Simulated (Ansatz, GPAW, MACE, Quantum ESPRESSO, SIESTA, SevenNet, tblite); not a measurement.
**A faulty tblite run on HfO2(111) slab (54 atoms)**

Program: tblite 0.8.0, a calculation on a cell of 18 Hf and 36 O, with vacuum.

Contents of run.py:

```python
import numpy as np
from ase.io import read
from tblite.ase import TBLite

atoms = read("structure.xyz")
atoms.calc = TBLite(method="GFN3-xTB", electronic_temperature=580, accuracy=1.0, max_iterations=250, mixer_damping=0.4, verbosity=1)
energy = atoms.get_potential_energy()
forces = atoms.get_forces()
print(f"energy {energy:.6f} eV")
print("forces (eV/A)")
for i, (a, f) in enumerate(zip(atoms, forces)):
    print(f"{i:4d} {a.symbol:2s} {f[0]:10.5f} {f[1]:10.5f} {f[2]:10.5f}")
print("charges (e)")
print(np.array2string(atoms.get_charges(), precision=4, suppress_small=True, max_line_width=110, threshold=100000))
```

Contents of structure.xyz:

```xyz
54
Lattice="10.77631 0.00000 0.00000 -3.59210 6.22170 0.00000 0.00000 0.00000 17.33235" Properties=species:S:1:pos:R:3 pbc="T T T"
Hf 1.81254 3.01354 5.78641
O 0.00722 4.01318 4.90731
O 1.85044 5.13452 6.43013
Hf 1.74375 5.15001 8.74972
O 1.92135 3.07483 7.94948
O 0.04634 4.15578 9.37143
Hf 0.03517 4.13762 11.65705
O 1.75572 5.16550 10.88090
O 8.92013 3.15639 12.33041
Hf 3.56685 0.01288 5.72054
[... 40 atom lines left out ...]
O 9.00695 0.97749 9.41355
Hf 8.89006 0.99087 11.54785
O -0.02360 2.04476 10.87882
O 3.58941 6.07487 12.32521
```

The run is started by

```console
> OMP_NUM_THREADS=1 python run.py > output.txt
```

What it wrote:

```text
tblite.exceptions.TBLiteValueError: Method 'GFN3-xTB' is not available for this calculator
```

Wall time 0.78 s (1 thread of Arm Neoverse V1, shared host); peak memory 0.12 GiB.

Banners, paths, timers and routine set-up lines are dropped from the logs unmarked, and long logs keep their key lines alone; longer cuts are marked.

Q: Find the fault and mend it.

An unknown method: method GFN3-xTB. Mend: name a method that the program has, such as GFN1-xTB or GFN2-xTB.

The program stopped at the start.

[Also dropped from logs without a mark: logging warnings of Python, and SIESTA's first energy breakdown and zero terms.]

[Logs are printed without paths, hosts, clocks, repeated set-up lines and the standing remarks that a program may print on its own settings, such as how far it seeks lower states.]

[Hosts, paths, dates, database ids (printed as entryN), source tags and the programs' standing remarks are cut or masked in the printed files.]
